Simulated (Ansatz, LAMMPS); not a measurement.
# Squeezing and shearing glassy 61SiO2-18Al2O3-16Na2O-5SnO2 (mol %) (148 atoms), part 2 of 3

Aim: relax glassy 61SiO2-18Al2O3-16Na2O-5SnO2 (mol %) (148 atoms), then change its volume and shape to read moduli from the stress.

Ansatz 0.2.0; Kohn-Sham DFT, PBE, PAW (set soft_2), plane waves.

The cell: 27 Si, 16 Al, 14 Na, 2 Sn and 89 O. The quench rate of 25 K/ps is orders of magnitude faster than experiment. The network of bonds at the start is that of the classical potential that made the cell. The Brillouin zone is sampled at Γ only.

So far. Step 2 (Single point at the start): The r.m.s. force at the start is 1.3 eV/Å. Step 3 (Cell and atoms relaxed): The relaxation converged after 19 steps, with a largest force component of 0.013 eV/Å.

**4. Single point at the relaxed geometry**

One more single point at the end of the walk gives the fuller output and checks the residual forces.

input.yaml reads:

```yaml
crystal:
  lattice:
    - [12.733, -0.08306, -0.03473]
    - [-0.08306, 12.69363, 0.00054]
    - [-0.03473, 0.00054, 12.35566]
  atoms:
    - { symbol: Si, position: [0.9679, 0.82492, 0.80584] }
    - { symbol: Si, position: [0.33981, 0.53391, 0.07028] }
    - { symbol: Si, position: [0.15344, 0.68005, 0.02904] }
    - { symbol: Si, position: [0.40837, 0.40162, 0.86907] }
    - { symbol: Si, position: [0.12415, 0.91145, 0.1282] }
    - { symbol: Si, position: [0.52141, 0.11999, 0.18736] }
    [... 136 atom lines left out ...]
    - { symbol: O, position: [0.16289, 0.79432, 0.09083] }
    - { symbol: O, position: [0.9185, 0.94629, 0.82428] }
    - { symbol: O, position: [0.50646, 0.65814, 0.23954] }
    - { symbol: O, position: [0.01549, 0.46067, 0.18993] }
    - { symbol: O, position: [0.23416, 0.6441, 0.47088] }
    - { symbol: O, position: [0.91922, 0.46979, 0.40269] }
kpoints:
  mp_grid: { grid: [1, 1, 1] }
hamiltonian:
  xc: pbe
scf:
  occupations: { method: gaussian, width: 0.05 }
output:
  forces: true
  stress: true
  populations: true
  dos:
    method: { smearing: { sigma: 0.15 } }
    de: 0.1
    projected: { site_lists: { Al: [Al], Na: [Na], O: [O], Si: [Si], Sn: [Sn] } }
  eigenvalues: true
  write_density: true
  write_potential: true
  volumetric_format: npy
  elf: true
```

Command:

```console
$ ansatz run input.yaml --threads 4 --pin off --max-ram 8192MiB --backend cpu --events-out ev --progress --plain --runs-dir out
```

Numbers of over 12 decimals in the logs are rounded to 6 here.

The program printed:

```text
[...]
Crystal: 148 atoms, lattice volume = 1996.920 Å³
Basis set: ecut = 420 eV, 39045 PW (Γ), exchange–correlation on 180×180×180 points (8 copies of the dense FFT grid, shifted against one another)
Bands: 570, of which v1, the nominal top of the filled ones, is band 422 counted from 1 (421 counted from 0)
Symmetry: 1 space group operations
[...]
k-points: 1
[...]
SCF iter   1: F=—  HF=-109294.183521 eV  |F-HF|=—  |Δ(HF+E_count)|=         —  Δρ=1.96e-3  dr2=1.37e-1  ethr=1.77e-3  ⟨swp⟩=5.0  Hψ=2390  notcnv=0  defer=138
[...]
SCF iter   9: F=-109294.171709 eV  HF=-109294.171709 eV  |F-HF|=5.77e-8  |Δ(HF+E_count)|=   4.99e-7  Δρ=2.14e-6  dr2=9.03e-8  ethr=1.18e-11  ⟨swp⟩=19.0  Hψ=5220  notcnv=0
SCF 1 converged in 9 iterations: F = -109294.171709 eV  dr2 = 9.03e-8
[...]
SCF converged after 9 iterations
Free energy (F): -109294.171709 eV
[...]
Internal energy: -109294.171709 eV  (E = F + TS)
E sigma→0 (E₀):  -109294.171709 eV
Fermi energy:    4.728616 eV
[...]
--- Forces (eV/Å), atoms counted from 1 ---
  atom   1  Si     0.00477448     0.00153375     0.00305833
  atom   2  Si     0.00980580    -0.00853692     0.00600529
  atom   3  Si    -0.00628468     0.00915269     0.00029301
  atom   4  Si     0.00162815    -0.00272572    -0.00247174
  atom   5  Si    -0.00881140     0.00157150    -0.00402953
  atom   6  Si     0.00030610     0.01320835    -0.00010381
  atom   7  Si     0.00148089    -0.00024282     0.00399880
  atom   8  Si     0.00143553     0.00531907    -0.00063964
  atom   9  Si     0.00280553     0.00136709    -0.00769702
  atom  10  Si    -0.00182046     0.00429760     0.00436116
  atom  11  Si    -0.00796423    -0.00092561     0.00131154
  atom  12  Si     0.00044446    -0.00557338    -0.00150655
  atom  13  Si     0.00465251     0.00702959     0.00132441
  atom  14  Si    -0.00767421     0.00088646     0.00935067
[...]
atom 147  O      0.00281026     0.00682198    -0.00445321
  atom 148  O     -0.00242682    -0.00100564    -0.00204455
  max |Σ_I F_I| component: 1.16e-4 eV/Å
--- Stress (GPa, compression-positive) ---
        0.027003      -0.009269      -0.002963
       -0.009266       0.020957       0.000217
       -0.002966       0.000220      -0.009789
  P = ⅓ Tr σ = 0.0127 GPa (0.127 kbar)
--- Band table (eV) ---
[...]
--- Löwdin populations: 148 sites ---
  site symbol       q [e]
     0     Si      2.2632
     1     Si      2.2740
     2     Si      2.2564
[...]
147      O      6.8020
  spilling = 0.009816 (of n_electrons = 844.000000)
```

The job ended after 61 s (4 threads of Arm Neoverse V1, shared host; peak memory 3.2 GiB; 3.9 min of CPU time).

The run gave:

* free energy: -109294.1717 eV
* free energy per atom: -738.4741 eV/atom
* SCF cycles: 9
* pressure: 0.01272 GPa
* r.m.s. force component: 0.00343 eV/Å
* longest force: 0.01432 eV/Å
* Fermi energy: 4.729 eV
* gap (highest filled to lowest empty level): 2.528 eV
* spilling of the projection: 0.009816

**5. Volume -3 %**

The relaxed cell is scaled evenly and the atoms are relaxed again; the stress at the end gives one point of P(V).

input.yaml, the sections that differ from step 4:

```yaml
crystal:
  lattice:
    - [12.60438, -0.08222, -0.03438]
    - [-0.08222, 12.5654, 0.00053]
    - [-0.03438, 0.00053, 12.23085]
  atoms:
    [... the 148 atom lines of step 4 ...]
output:
  forces: true
  eigenvalues: true
  stress: true
relax:
  f_tol: 0.05
  max_steps: 70
# kpoints, hamiltonian, scf: as in step 4
```

The program printed:

```text
Warning: output.stress: scf.convergence.dr2_threshold = 1e-7 eV (the SCF's general default) is looser than the 1.08e-8 eV advised for a printed stress (1e-10 eV for each atom of the cell: 148, of which 108 are counted). What an SCF threshold leaves in a stress goes as its square root, and in the free energy as the threshold itself, and one threshold admits the most on a small cell: [...]
[...]
Crystal: 148 atoms, lattice volume = 1937.013 Å³
Basis set: ecut = 420 eV, 37837 PW (Γ), exchange–correlation on 180×180×180 points (8 copies of the dense FFT grid, shifted against one another)
Bands: 570, of which v1, the nominal top of the filled ones, is band 422 counted from 1 (421 counted from 0)
Symmetry: 1 space group operations
[...]
k-points: 1
[...]
SCF iter   1: F=—  HF=-109293.305854 eV  |F-HF|=—  |Δ(HF+E_count)|=         —  Δρ=1.97e-3  dr2=1.31e-1  ethr=1.77e-3  ⟨swp⟩=5.0  Hψ=2392  notcnv=0  defer=138
[...]
SCF iter   5: F=—  HF=-109293.296853 eV  |F-HF|=—  |Δ(HF+E_count)|=   1.16e-5  Δρ=1.34e-4  dr2=3.21e-4  ethr=1.05e-7  ⟨swp⟩=2.0  Hψ=943  notcnv=0  defer=140
SCF iter   6: F=-109293.296841 eV  HF=-109293.296841 eV  |F-HF|=4.85e-8  |Δ(HF+E_count)|=   1.16e-5  Δρ=3.56e-5  dr2=2.26e-5  ethr=7.41e-9  ⟨swp⟩=14.0  Hψ=3679  notcnv=0
SCF 1 converged in 6 iterations: F = -109293.296841 eV  dr2 = 2.26e-5
[...]
relax step   1: F+E_penalty+E_count = -109293.29684124 eV  Δ(F+E_penalty+E_count) = +0.000e0 eV  max|allowed force component| = 6.136e-1 eV/Å  Δτ_max = 0.0000 Å  (6 SCF iters, dr2 threshold 6.25e-5 eV, accepted)
[...]
relax step   2: F+E_penalty+E_count = -109293.57169219 eV  Δ(F+E_penalty+E_count) = -2.749e-1 eV  max|allowed force component| = 3.220e-1 eV/Å  Δτ_max = 0.0420 Å  (6 SCF iters, dr2 threshold 2.35e-5 eV, accepted)
[...]
relax step   3: F+E_penalty+E_count = -109293.75320726 eV  Δ(F+E_penalty+E_count) = -1.815e-1 eV  max|allowed force component| = 1.494e-1 eV/Å  Δτ_max = 0.0670 Å  (7 SCF iters, dr2 threshold 6.48e-6 eV, accepted)
relax step   4: F+E_penalty+E_count = -109293.76982416 eV  Δ(F+E_penalty+E_count) = -1.662e-2 eV  max|allowed force component| = 2.784e-1 eV/Å  Δτ_max = 0.2000 Å  (8 SCF iters, dr2 threshold 4.80e-6 eV, accepted)
relax step   5: F+E_penalty+E_count = -109293.79935545 eV  Δ(F+E_penalty+E_count) = -2.953e-2 eV  max|allowed force component| = 8.014e-2 eV/Å  Δτ_max = 0.0814 Å  (6 SCF iters, dr2 threshold 1.67e-5 eV, accepted)
relax step   6: F+E_penalty+E_count = -109293.80878211 eV  Δ(F+E_penalty+E_count) = -9.427e-3 eV  max|allowed force component| = 5.712e-2 eV/Å  Δτ_max = 0.1042 Å  (9 SCF iters, accepted)
[...]
relax step   7: F+E_penalty+E_count = -109293.81352537 eV  Δ(F+E_penalty+E_count) = -4.743e-3 eV  max|allowed force component| = 4.238e-2 eV/Å  Δτ_max = 0.0420 Å  (9 SCF iters, accepted)
SCF converged after 9 iterations
Free energy (F): -109293.813525 eV
[...]
Internal energy: -109293.813525 eV  (E = F + TS)
E sigma→0 (E₀):  -109293.813525 eV
Fermi energy:    5.119963 eV
[...]
Σ components = -109293.813525   (vs F -109293.813525, Δ=0.00e0)
--- Forces (eV/Å), atoms counted from 1 ---
  atom   1  Si    -0.00366297    -0.00102056     0.00110159
  atom   2  Si    -0.01203642     0.00491748    -0.01461901
  atom   3  Si     0.00655846    -0.01249700    -0.00330768
  atom   4  Si    -0.01153551     0.00161638    -0.00533321
[...]
atom 148  O      0.00544373    -0.00733437    -0.01559219
  max |Σ_I F_I| component: 1.45e-4 eV/Å
--- Stress (GPa, compression-positive) ---
        2.032025       0.006185       0.195590
        0.006186       1.848502       0.068611
        0.195588       0.068614       1.709662
  P = ⅓ Tr σ = 1.8634 GPa (18.634 kbar)
--- Band table (eV) ---
[...]
--- Relaxed structure (7 steps of the walk, 7 accepted, 0 SCFs on fresh bases) ---
  F+E_penalty+E_count = -109293.81352537 eV   max|allowed force component| = 4.238e-2 eV/Å
  atoms:
    - { symbol: Si, position: [0.970587, 0.825041, 0.806067] }
    - { symbol: Si, position: [0.340286, 0.534018, 0.072382] }
    - { symbol: Si, position: [0.155132, 0.680295, 0.027314] }
    - { symbol: Si, position: [0.405264, 0.399801, 0.870648] }
[...]
- { symbol: O, position: [0.919287, 0.468214, 0.405534] }
```

It took 4.9 min on 4 threads; peak memory 3.1 GiB; 19 min of CPU time.

The program notes that the SCF threshold is loose for the stress.

The relaxation converged after 7 steps, 0.517 eV below its start, with a largest force component of 0.042 eV/Å.

Volume -3 %: the energy stands 0.358 eV above that of the reference, at a pressure of 1.86 GPa.

**6. Volume +3 %**

The relaxed cell is scaled to another volume.

Input and log are left out; they have the form of those shown for this kind of step.

Run time: 5.3 min. Hardware: 4 threads of Arm Neoverse V1, shared host; peak memory 3.3 GiB; 21 min of CPU time.

The relaxation converged after 7 steps, 0.459 eV below its start, with a largest force component of 0.018 eV/Å.

Volume +3 %: the energy stands 0.316 eV above that of the reference, at a pressure of -1.70 GPa.

**7. Volume -6 %**

The relaxed cell is scaled to another volume.

Input and log are left out; they have the form of those shown for this kind of step.

Wall time 6.8 min (4 threads of Arm Neoverse V1, shared host); peak memory 3 GiB.

The relaxation converged after 10 steps, 2.23 eV below its start, with a largest force component of 0.033 eV/Å.

Volume -6 %: the energy stands 1.42 eV above that of the reference, at a pressure of 3.78 GPa.

**8. Volume +6 %**

The relaxed cell is scaled to another volume.

Input and log are left out; they have the form of those shown for this kind of step.

Elapsed: 6.4 min, on 4 threads of Arm Neoverse V1, shared host; peak memory 3.3 GiB; 25 min of CPU time.

The relaxation converged after 9 steps, 1.70 eV below its start, with a largest force component of 0.025 eV/Å.

Volume +6 %: the energy stands 1.25 eV above that of the reference, at a pressure of -3.31 GPa.

**9. Volume -10 %**

The relaxed cell is scaled to another volume.

Input and log are left out; they have the form of those shown for this kind of step.

Wall time 13 min (4 threads of Arm Neoverse V1, shared host); peak memory 2.9 GiB; 50 min of CPU time.

The relaxation was stopped at its limit after 20 steps, 6.99 eV below its start, with a largest force component of 0.082 eV/Å.

Volume -10 %: the energy stands 3.91 eV above that of the reference.

(Part 2 of 3 ends here.)

[Logs are printed without paths, hosts, clocks, repeated set-up lines and the standing remarks that a program may print on its own settings, such as how far it seeks lower states.]

[Hosts, paths, dates, database ids (printed as entryN), source tags and the programs' standing remarks are cut or masked in the printed files.]
